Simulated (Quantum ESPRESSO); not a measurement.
# CdS (Hawleyite): how pressure shifts the optical phonon

Aim: the Grüneisen parameter and the pressure coefficient of an optical mode of CdS (Hawleyite).

Method: DFT LDA, scalar-relativistic, plane waves, JTH PAW pseudopotentials, in Quantum ESPRESSO 7.5.

**1. Set-up**

Symmetry: F-43m, No. 216, cubic system. The conventional cell has a = 5.757 Å, b = 5.757 Å, c = 5.757 Å, α = 90.00°, β = 90.00°, γ = 90.00°. Cd has 4 S at 2.49 Å nearest. Nearest to S lie 4 Cd at 2.49 Å. Farther neighbours and most contacts between anions are not listed.

Coordinates:

```cif
data_structure
_symmetry_space_group_name_H-M 'F-43m'
_symmetry_Int_Tables_number 216
_cell_length_a 5.7567
_cell_length_b 5.7567
_cell_length_c 5.7567
_cell_angle_alpha 90.000
_cell_angle_beta 90.000
_cell_angle_gamma 90.000
_cell_volume 190.78
loop_
_atom_site_label
_atom_site_type_symbol
_atom_site_symmetry_multiplicity
_atom_site_Wyckoff_symbol
_atom_site_fract_x
_atom_site_fract_y
_atom_site_fract_z
_atom_site_occupancy
Cd1 Cd 4 a 0.00000 0.00000 0.00000 1
S1 S 4 d 0.25000 0.25000 0.75000 1
```

This is the cell after its relaxation at this level of theory, not the database cell from which that began.

**2. Runs at several volumes**

The relaxed cell is scaled uniformly; in this structure symmetry fixes all atoms, so nothing has to be relaxed anew. Each volume gets a ground state and a response at Γ. The mode followed is the highest one without the macroscopic field, of symmetry T2; longitudinal polar modes lie higher. Cutoff 50 Ry, k mesh 8×8×8.

From the response at V/V₀ = 0.94:

What it wrote:

```text
[banners, grids, parts of the stress and lines that vanish by symmetry left out]
Program PHONON v.7.5
     Reading xml data from directory:

[...]
Exchange-correlation= PW
                           (   1   4   0   0   0   0   0)
[...]
kinetic-energy cut-off    =      50.0000  Ry
     charge density cut-off    =     400.0000  Ry
     convergence threshold     =      1.0E-18
[...]
Exchange-correlation= PW
                           (   1   4   0   0   0   0   0)
[...]
q = (   0.0000000   0.0000000   0.0000000 )
     25 Sym.Ops. (with q -> -q+G )
     G cutoff =  575.3140  (  40821 G-vectors)     FFT grid: ( 48, 48, 48)
     G cutoff =  287.6570  (  14331 G-vectors)  smooth grid: ( 36, 36, 36)
     number of k points=    29
[...]
Mode symmetry, T_d (-43m)  point group:
[...]
Dielectric constant
[...]
End of electric fields calculation
          Dielectric constant in cartesian axis
          (       7.257022884       0.000000000       0.000000000 )
          (       0.000000000       7.257022884      -0.000000000 )
          (       0.000000000       0.000000000       7.257022884 )
          Effective charges (d Force / dE) in cartesian axis without acoustic sum rule applied (asr)
           atom    1  Cd    Mean Z*:        2.09336
      Ex  (        2.09336       -0.00000       -0.00000 )
      Ey  (       -0.00000        2.09336        0.00000 )
      Ez  (       -0.00000        0.00000        2.09336 )
           atom    2  S     Mean Z*:       -2.11634
      Ex  (       -2.11634       -0.00000        0.00000 )
      Ey  (       -0.00000       -2.11634       -0.00000 )
      Ez  (        0.00000       -0.00000       -2.11634 )
          Effective charges Sum: Mean:       -0.02297
[...]
Effective charges (d Force / dE) in cartesian axis with asr applied:
           atom    1  Cd    Mean Z*:        2.10485
[...]
atom    2  S     Mean Z*:       -2.10485
[...]
Representation #   1 modes #   1   2   3
[...]
End of self-consistent calculation
     Convergence has been achieved
     Representation #   2 modes #   4   5   6
[...]
End of self-consistent calculation
     Convergence has been achieved
[...]
Dielectric constant in cartesian axis
          (       7.257022884       0.000000000       0.000000000 )
          (       0.000000000       7.257022884      -0.000000000 )
          (       0.000000000       0.000000000       7.257022884 )
          Effective charges (d Force / dE) in cartesian axis without acoustic sum rule applied (asr)
           atom    1  Cd    Mean Z*:        2.09336
      Ex  (        2.09336       -0.00000       -0.00000 )
      Ey  (       -0.00000        2.09336        0.00000 )
      Ez  (       -0.00000        0.00000        2.09336 )
           atom    2  S     Mean Z*:       -2.11634
      Ex  (       -2.11634       -0.00000        0.00000 )
      Ey  (       -0.00000       -2.11634       -0.00000 )
      Ez  (        0.00000       -0.00000       -2.11634 )
          Effective charges Sum: Mean:       -0.02297
[...]
Effective charges (d Force / dE) in cartesian axis with asr applied:
           atom    1  Cd    Mean Z*:        2.10485
[...]
atom    2  S     Mean Z*:       -2.10485
[...]
q = (    0.000000000   0.000000000   0.000000000 )
[...]
freq (    1) =       0.041606 [THz] =       1.387840 [cm-1]
     freq (    2) =       0.041606 [THz] =       1.387840 [cm-1]
     freq (    3) =       0.041606 [THz] =       1.387840 [cm-1]
     freq (    4) =       8.147010 [THz] =     271.754986 [cm-1]
     freq (    5) =       8.147010 [THz] =     271.754986 [cm-1]
     freq (    6) =       8.147010 [THz] =     271.754986 [cm-1]
[...]
Mode symmetry, T_d (-43m)  point group:
     freq (   1-   3) =          1.4  [cm-1]   --> T_2  G_15 P_4   I+R
     freq (   4-   6) =        271.8  [cm-1]   --> T_2  G_15 P_4   I+R

   JOB DONE.
```

One volume, V/V₀ = 0.97, is held back as a test.

```csv
V/V₀,volume (Å³/atom),pressure (GPa),ω (cm⁻¹)
0.94,22.416,4.72,271.75
0.97,23.132,2.08,held back
1,23.847,-0.14,243.82
1.03,24.563,-2.02,230.96
1.06,25.278,-3.61,218.75
```

**3. The fit**

The mode Grüneisen parameter is γ = −d ln ω / d ln V.

```csv
ln(V/V₀),ln ω
-0.0619,5.6049
0.0000,5.4964
0.0296,5.4422
0.0583,5.3879
```

A straight line through these points has the slope -1.801, so γ = 1.80; at V/V₀ = 0.97 it predicts ω = exp(5.4946 + 0.0549) = 257.09 cm⁻¹.

A parabola of pressure against ln V through V/V₀ = 0.97, 1 and 1.03 gives the bulk modulus B = −dP/d ln V = 68 GPa at V₀. With ω₀ from the fitted line the pressure coefficient follows as dω/dP = γ ω₀ / B = 1.80 × 243.4 / 68 = 6.42 cm⁻¹/GPa.

**4. The run that was held back**

What it wrote:

```text
[banners, grids, parts of the stress and lines that vanish by symmetry left out]
[banner, memory and clock lines left out]
Program PHONON v.7.5

[...]
Exchange-correlation= PW
                           (   1   4   0   0   0   0   0)
[...]
kinetic-energy cut-off    =      50.0000  Ry
     charge density cut-off    =     400.0000  Ry
     convergence threshold     =      1.0E-18
[...]
Exchange-correlation= PW
                           (   1   4   0   0   0   0   0)
[...]
q = (   0.0000000   0.0000000   0.0000000 )
     25 Sym.Ops. (with q -> -q+G )
     G cutoff =  587.4905  (  42087 G-vectors)     FFT grid: ( 50, 50, 50)
     G cutoff =  293.7453  (  15009 G-vectors)  smooth grid: ( 36, 36, 36)
     number of k points=    29
[...]
Mode symmetry, T_d (-43m)  point group:
[...]
Dielectric constant
[...]
End of electric fields calculation
          Dielectric constant in cartesian axis
          (       7.418399567       0.000000000       0.000000000 )
          (       0.000000000       7.418399567       0.000000000 )
          (       0.000000000       0.000000000       7.418399567 )
          Effective charges (d Force / dE) in cartesian axis without acoustic sum rule applied (asr)
           atom    1  Cd    Mean Z*:        2.13401
      Ex  (        2.13401        0.00000       -0.00000 )
      Ey  (        0.00000        2.13401       -0.00000 )
      Ez  (        0.00000        0.00000        2.13401 )
           atom    2  S     Mean Z*:       -2.15800
      Ex  (       -2.15800        0.00000        0.00000 )
[...]
Representation #   1 modes #   1   2   3
[...]
End of self-consistent calculation
     Convergence has been achieved
     Representation #   2 modes #   4   5   6
[...]
End of self-consistent calculation
     Convergence has been achieved
[...]
Dielectric constant in cartesian axis
          (       7.418399567       0.000000000       0.000000000 )
          (       0.000000000       7.418399567       0.000000000 )
          (       0.000000000       0.000000000       7.418399567 )
          Effective charges (d Force / dE) in cartesian axis without acoustic sum rule applied (asr)
           atom    1  Cd    Mean Z*:        2.13401
      Ex  (        2.13401        0.00000       -0.00000 )
      Ey  (        0.00000        2.13401       -0.00000 )
      Ez  (        0.00000        0.00000        2.13401 )
           atom    2  S     Mean Z*:       -2.15800
      Ex  (       -2.15800        0.00000        0.00000 )
      Ey  (        0.00000       -2.15800       -0.00000 )
      Ez  (        0.00000       -0.00000       -2.15800 )
          Effective charges Sum: Mean:       -0.02400
[...]
Effective charges (d Force / dE) in cartesian axis with asr applied:
           atom    1  Cd    Mean Z*:        2.14601
[...]
atom    2  S     Mean Z*:       -2.14601
[...]
q = (    0.000000000   0.000000000   0.000000000 )
[...]
freq (    1) =      -0.022040 [THz] =      -0.735183 [cm-1]
     freq (    2) =      -0.022040 [THz] =      -0.735183 [cm-1]
     freq (    3) =      -0.022040 [THz] =      -0.735183 [cm-1]
     freq (    4) =       7.716181 [THz] =     257.384086 [cm-1]
     freq (    5) =       7.716181 [THz] =     257.384086 [cm-1]
     freq (    6) =       7.716181 [THz] =     257.384086 [cm-1]
[...]
Mode symmetry, T_d (-43m)  point group:
     freq (   1-   3) =         -0.7  [cm-1]   --> T_2  G_15 P_4   I+R
     freq (   4-   6) =        257.4  [cm-1]   --> T_2  G_15 P_4   I+R
```

It gives 257.38 cm⁻¹ against the predicted 257.09 cm⁻¹, a miss of 0.3 cm⁻¹.

**5. Results**

```yaml
mode_grueneisen_parameter: 1.801
bulk_modulus: 68.3 GPa
pressure_coefficient: 6.42 cm⁻¹/GPa
```

What this shows: The highest optical mode of CdS (Hawleyite) without the LO-TO term stiffens by 6.42 cm⁻¹ a GPa near the relaxed volume, with γ = 1.80. The power law meets all 5 runs within 0.19 %; between neighbouring volumes γ runs from 1.73 to 1.89. Such a coefficient turns a measured shift of this mode into a hydrostatic stress; uniaxial or biaxial stress splits the mode and needs deformation potentials. These are harmonic values at zero temperature for the structure held cubic, which a run at Γ can't show to be stable; the bulk modulus rests on three points.

[Host names and launcher messages were left out of these logs when they were recorded.]

[Logs are printed without paths, hosts, clocks, repeated set-up lines and the standing remarks that a program may print on its own settings, such as how far it seeks lower states.]

[Hosts, paths, dates, database ids (printed as entryN), source tags and the programs' standing remarks are cut or masked in the printed files.]
